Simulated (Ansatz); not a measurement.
**G0W0 on several functionals: Selenium (P3_121, 3 atoms a cell)**

One-shot GW is not self-consistent; how far does the start matter for Selenium (P3_121, 3 atoms a cell)?

Method: G0W0 on several functionals, plane waves, PAW, in Ansatz 0.2.0.

This is a report of a sequence of runs, with most program output left out.

In doubt: masses and optical values from hybrid runs of this build are listed as unsure (steps 6, 7, 8), which bears on the screening that GW takes from such a start.

### Step 1. Starting point

It takes space group P3_121 (No. 152, trigonal). Conventional cell: a = 4.366 Å, b = 4.366 Å, c = 4.954 Å, α = 90.00°, β = 90.00°, γ = 120.00°. Se has 2 Se at 2.37 Å nearest.

The cell and positions come from the Crystallography Open Database and are kept as given unless a step says otherwise.

### Step 2. G0W0 on LDA

G0W0 replaces the xc potential by the self-energy, built once from these orbitals. Only a window of levels is corrected, while the sums run over the empty bands that the input names. This step takes PAW set soft_1 files.

This step: G0W0 on LDA, plane waves, PAW; PAW set soft_1.

Input file input.yaml:

```yaml
crystal:
  lattice:
    - [4.3662, 0.0, 0.0]
    - [-2.1831, 3.781240118, 0.0]
    - [0.0, 0.0, 4.9536]
  atoms:
    - { symbol: Se, position: [0.2254, 0.0, 0.3333333333] }
    - { symbol: Se, position: [0.0, 0.2254, 0.6666666667] }
    - { symbol: Se, position: [0.7746, 0.7746, 0.0] }
kpoints:
  mp_grid: { grid: [6, 6, 4] }
hamiltonian:
  xc: lda
  pseudopotentials: { kind: paw, azcp: { folder: soft_1 }, xc_functional: pbe }
scf:
  occupations: { method: fixed }
gw:
  n_empty_bands: 185
  ecut_chi: 100
  qp_bands: [v2, c2]
  qp_kpoints: band_edges
  screening: { model: contour_deformation }
```

Command:

```
$ ansatz run input.yaml --threads 2 --pin off --max-ram 92160MiB --backend cuda --events-out ev --progress --plain --runs-dir out --devices 1 --max-vram 13GiB
```

Elapsed: 66 s, on 1 × NVIDIA H100 80GB HBM3 (shared by 6 runs) with 2 threads of AMD EPYC 7R13 (Zen 3), shared host; peak memory 1.3 GiB.

This step gave:

```yaml
bands_summed: 209
rpa_eps_infinity_on_this_mesh_eigenvalues: 10.11, 10.11, 14.75
plane_waves_in_the_screening_matrix: 201
q_points_in_the_mesh: 144
g0w0_gap_on_the_mesh: 1.624 eV
k_of_the_valence_top: 0, -0.5, -0.5
k_of_the_conduction_bottom: 0.3333, 0.3333, -0.5
starting_gap_on_the_mesh: 0.9219 eV
z_at_the_valence_top: 0.7361
z_at_the_conduction_bottom: 0.7414
least_direct_g0w0_gap_on_the_computed_points: 1.883 eV
```

The gap on the mesh goes from 0.92 eV to 1.62 eV, a correction of +0.70 eV. Between the two edge states, bare exchange in place of the xc potential would open the gap by 5.33 eV, and correlation takes back 4.63 eV.

### Step 3. G0W0 on PBEsol

One-shot GW remembers its start. Another functional's orbitals and levels show by how much.

This step: G0W0 on PBEsol, plane waves, PAW; PAW set soft_1.

Changes to input.yaml since step 2:

```diff
@@ -12,3 +12,3 @@
 hamiltonian:
-  xc: lda
+  xc: pbesol
   pseudopotentials: { kind: paw, azcp: { folder: soft_1 }, xc_functional: pbe }
```

Run time: 54 s. Hardware: 1 × NVIDIA H100 80GB HBM3 (shared by 6 runs) with 2 threads; peak memory 1.3 GiB.

This step gave:

| Quantity | Value |
| --- | --- |
| bands summed | 209 |
| RPA ε∞ on this mesh (eigenvalues) | 9.684, 9.684, 14.31 |
| plane waves in the screening matrix | 201 |
| q-points in the mesh | 144 |
| G0W0 gap on the mesh | 1.661 eV |
| k of the valence top | 0, -0.5, -0.5 |
| k of the conduction bottom | 0.3333, 0.3333, -0.5 |
| starting gap on the mesh | 0.9688 eV |
| Z at the valence top | 0.7380 |
| Z at the conduction bottom | 0.7430 |
| least direct G0W0 gap on the computed points | 1.920 eV |

Against the run with 6×6×4 mesh, 185 empty bands, screening to 100 eV, PAW set soft_1 files on LDA, the gap moves by +0.04 eV, while the start moved by +0.05 eV.

### Step 4. G0W0 on PBE

This step: G0W0 on PBE, plane waves, PAW; PAW set soft_1.

Changes to input.yaml since step 3:

```diff
@@ -12,4 +12,4 @@
 hamiltonian:
-  xc: pbesol
-  pseudopotentials: { kind: paw, azcp: { folder: soft_1 }, xc_functional: pbe }
+  xc: pbe
+  pseudopotentials: { kind: paw, azcp: { folder: soft_1 } }
 scf:
```

Run time: 33 s. Hardware: 1 × NVIDIA H100 80GB HBM3 (shared by 6 runs) with 2 threads; peak memory 1.3 GiB; 35 s of CPU time.

This step gave:

```
bands summed                                 : 209
RPA ε∞ on this mesh (eigenvalues)            : 9.141, 9.141, 13.71
plane waves in the screening matrix          : 201
G0W0 gap on the mesh                         : 1.703 eV
k of the valence top                         : 0, -0.5, -0.5
k of the conduction bottom                   : 0.3333, 0.3333, -0.5
starting gap on the mesh                     : 1.022 eV
least direct G0W0 gap on the computed points : 1.964 eV
```

Against the run with 6×6×4 mesh, 185 empty bands, screening to 100 eV, PAW set soft_1 files on PBEsol, the gap moves by +0.04 eV, while the start moved by +0.05 eV.

### Step 5. G0W0 on r2SCAN

This step: G0W0 on r2SCAN, plane waves, PAW; PAW set soft_1.

Changes to input.yaml since step 4:

```diff
@@ -12,3 +12,3 @@
 hamiltonian:
-  xc: pbe
+  xc: r2scan
   pseudopotentials: { kind: paw, azcp: { folder: soft_1 } }
```

Wall time 52 s (1 × NVIDIA H100 80GB HBM3 (shared by 6 runs) with 2 threads); peak memory 1.5 GiB.

Numbers from this step:

```
bands summed                                 : 209
RPA ε∞ on this mesh (eigenvalues)            : 7.610, 7.610, 11.70
plane waves in the screening matrix          : 201
G0W0 gap on the mesh                         : 1.881 eV
k of the valence top                         : 0, -0.5, -0.5
k of the conduction bottom                   : 0.3333, 0.3333, -0.5
starting gap on the mesh                     : 1.271 eV
least direct G0W0 gap on the computed points : 2.155 eV
```

Against the run with 6×6×4 mesh, 185 empty bands, screening to 100 eV, PAW set soft_1 files on PBE, the gap moves by +0.18 eV, while the start moved by +0.25 eV.

### Step 6. G0W0 on HSE06

This step: G0W0 on HSE06, plane waves, PAW; PAW set soft_1.

Changes to input.yaml since step 5:

```diff
@@ -12,3 +12,3 @@
 hamiltonian:
-  xc: r2scan
+  xc: hse06
   pseudopotentials: { kind: paw, azcp: { folder: soft_1 } }
```

Run time: 1.8 min. Hardware: 1 × NVIDIA H100 80GB HBM3 (shared by 6 runs) with 2 threads; peak memory 1.8 GiB.

This step gave:

```
bands summed                                 : 209
RPA ε∞ on this mesh (eigenvalues)            : 6.142, 6.142, 9.309
plane waves in the screening matrix          : 201
G0W0 gap on the mesh                         : 2.140 eV
k of the valence top                         : 0, -0.5, -0.5
k of the conduction bottom                   : 0.3333, 0.3333, -0.5
starting gap on the mesh                     : 1.779 eV
least direct G0W0 gap on the computed points : 2.429 eV
```

Against the run with 6×6×4 mesh, 185 empty bands, screening to 100 eV, PAW set soft_1 files on r2SCAN, the gap moves by +0.26 eV, while the start moved by +0.51 eV.

### Step 7. G0W0 on PBE0

This step: G0W0 on PBE0, plane waves, PAW; PAW set soft_1.

Changes to input.yaml since step 6:

```diff
@@ -12,3 +12,3 @@
 hamiltonian:
-  xc: hse06
+  xc: pbe0
   pseudopotentials: { kind: paw, azcp: { folder: soft_1 } }
```

Elapsed: 1.7 min, on 1 × NVIDIA H100 80GB HBM3 (shared by 6 runs) with 2 threads; peak memory 1.8 GiB.

Numbers from this step:

| Item | Value |
| --- | --- |
| bands summed | 209 |
| RPA ε∞ on this mesh (eigenvalues) | 5.365, 5.365, 8.014 |
| plane waves in the screening matrix | 201 |
| G0W0 gap on the mesh | 2.339 eV |
| k of the valence top | 0, -0.5, -0.5 |
| k of the conduction bottom | 0.3333, 0.3333, -0.5 |
| starting gap on the mesh | 2.427 eV |
| least direct G0W0 gap on the computed points | 2.637 eV |

Against the run with 6×6×4 mesh, 185 empty bands, screening to 100 eV, PAW set soft_1 files on HSE06, the gap moves by +0.20 eV, while the start moved by +0.65 eV.

### Step 8. G0W0 on Hartree-Fock

This step: G0W0 on Hartree-Fock, plane waves, PAW; PAW set soft_1.

Changes to input.yaml since step 7:

```diff
@@ -12,3 +12,3 @@
 hamiltonian:
-  xc: pbe0
+  xc: hf
   pseudopotentials: { kind: paw, azcp: { folder: soft_1 } }
```

The job ended after 88 s (1 × NVIDIA H100 80GB HBM3 (shared by 6 runs) with 2 threads; peak memory 1.8 GiB).

This step gave:

| Property | Result |
| --- | --- |
| bands summed | 209 |
| RPA ε∞ on this mesh (eigenvalues) | 2.775, 2.775, 3.633 |
| plane waves in the screening matrix | 201 |
| G0W0 gap on the mesh | 3.879 eV |
| k of the valence top | 0, -0.5, -0.5 |
| k of the conduction bottom | 0, 0, -0.5 |
| starting gap on the mesh | 7.632 eV |
| least direct G0W0 gap on the computed points | 4.263 eV |

Against the run with 6×6×4 mesh, 185 empty bands, screening to 100 eV, PAW set soft_1 files on PBE0, the gap moves by +1.54 eV, while the start moved by +5.20 eV.

### Step 9. Side by side

All on the 6×6×4 mesh with 185 empty bands and screening to 100 eV. Times are wall times on 1 × NVIDIA H100 80GB HBM3 (shared by 6 runs) with 2 threads of AMD EPYC 7R13 (Zen 3), shared host, good to a factor of about two.

```tsv
start	starting gap (eV)	shift (eV)	G0W0 gap (eV)	RPA ε∞ (harmonic mean)	Z (valence, conduction)	time
LDA	0.92	+0.70	1.62	11.30	0.74, 0.74	66 s
PBEsol	0.97	+0.69	1.66	10.85	0.74, 0.74	54 s
PBE	1.02	+0.68	1.70	10.28	0.74, 0.74	33 s
r2SCAN	1.27	+0.61	1.88	8.61	0.75, 0.76	52 s
HSE06	1.78	+0.36	2.14	6.93	0.77, 0.78	1.8 min
PBE0	2.43	−0.09	2.34	6.03	0.79, 0.80	1.7 min
Hartree-Fock	7.63	−3.75	3.88	3.01	0.88, 0.88	88 s
```

How the two edges are built up, in eV (the quasiparticle level is the starting level plus Σx plus Σc less Vxc):

```tsv
run	edge	start	Σx	Σc	Vxc	Z	QP
LDA	valence top	6.23	-17.25	1.15	-15.95	0.74	6.08
LDA	conduction bottom	7.15	-11.40	-3.48	-15.44	0.74	7.70
PBEsol	valence top	6.41	-17.23	1.21	-15.71	0.74	6.10
PBEsol	conduction bottom	7.38	-11.33	-3.44	-15.16	0.74	7.76
PBE	valence top	6.53	-17.31	1.26	-15.67	0.74	6.15
PBE	conduction bottom	7.55	-11.33	-3.43	-15.06	0.74	7.85
r2SCAN	valence top	6.27	-17.42	1.26	-15.97	0.75	6.08
r2SCAN	conduction bottom	7.54	-11.27	-3.48	-15.17	0.76	7.96
```

### Step 10. What came out

```yaml
g0w0_lda: 1.62 eV (start 0.92 eV)
g0w0_pbesol: 1.66 eV (start 0.97 eV)
g0w0_pbe: 1.70 eV (start 1.02 eV)
g0w0_r2scan: 1.88 eV (start 1.27 eV)
g0w0_hse06: 2.14 eV (start 1.78 eV)
g0w0_pbe0: 2.34 eV (start 2.43 eV)
g0w0_hartree_fock: 3.88 eV (start 7.63 eV)
known_limits: not at the basis limit; no spin-orbit coupling; coarse k mesh
```

**Reading.** The starting gaps span 6.71 eV and the G0W0 gaps 2.25 eV. Between LDA and Hartree-Fock, 2.25 eV of the 6.71 eV survives, 34 %. Hartree-Fock screens less than LDA (ε∞ 3.01 against 11.30). On PBE0 and Hartree-Fock the correction is negative: that start lies above its own G0W0 value. The smallest correction, −0.09 eV, is on PBE0, the start nearest to reproducing itself. Bands and cutoff are finite, so the gap is not at the basis limit. The miss can reach some tenths of an eV and take either sign; the mesh is an error of its own. The 6×6×4 mesh is coarse for this cell (its supercell is 20 Å along the shortest edge). The RPA ε∞ on it, from the LDA start, is 10.11 and 14.75; such meshes misread the long-range screening, most where the gap is narrow. The program warns that the mesh is coarse for exact exchange, which bears on the hybrid start's gap. The many-body steps are scalar-relativistic: spin-orbit coupling is not in them.

[Paths, hosts, dates, memory and timing lines, banners, echoed tables and standing remarks are left out of the program output.]

[Logs are printed without paths, hosts, clocks, repeated set-up lines and the standing remarks that a program may print on its own settings, such as how far it seeks lower states.]

[Runs of the session that timed out or met a known fault of the program may be left out.]

[Cells called generated may have been cut or substituted from an entry of the Crystallography Open Database or the Materials Project.]

[Hosts, paths, dates, database ids (printed as entryN), source tags and the programs' standing remarks are cut or masked in the printed files.]
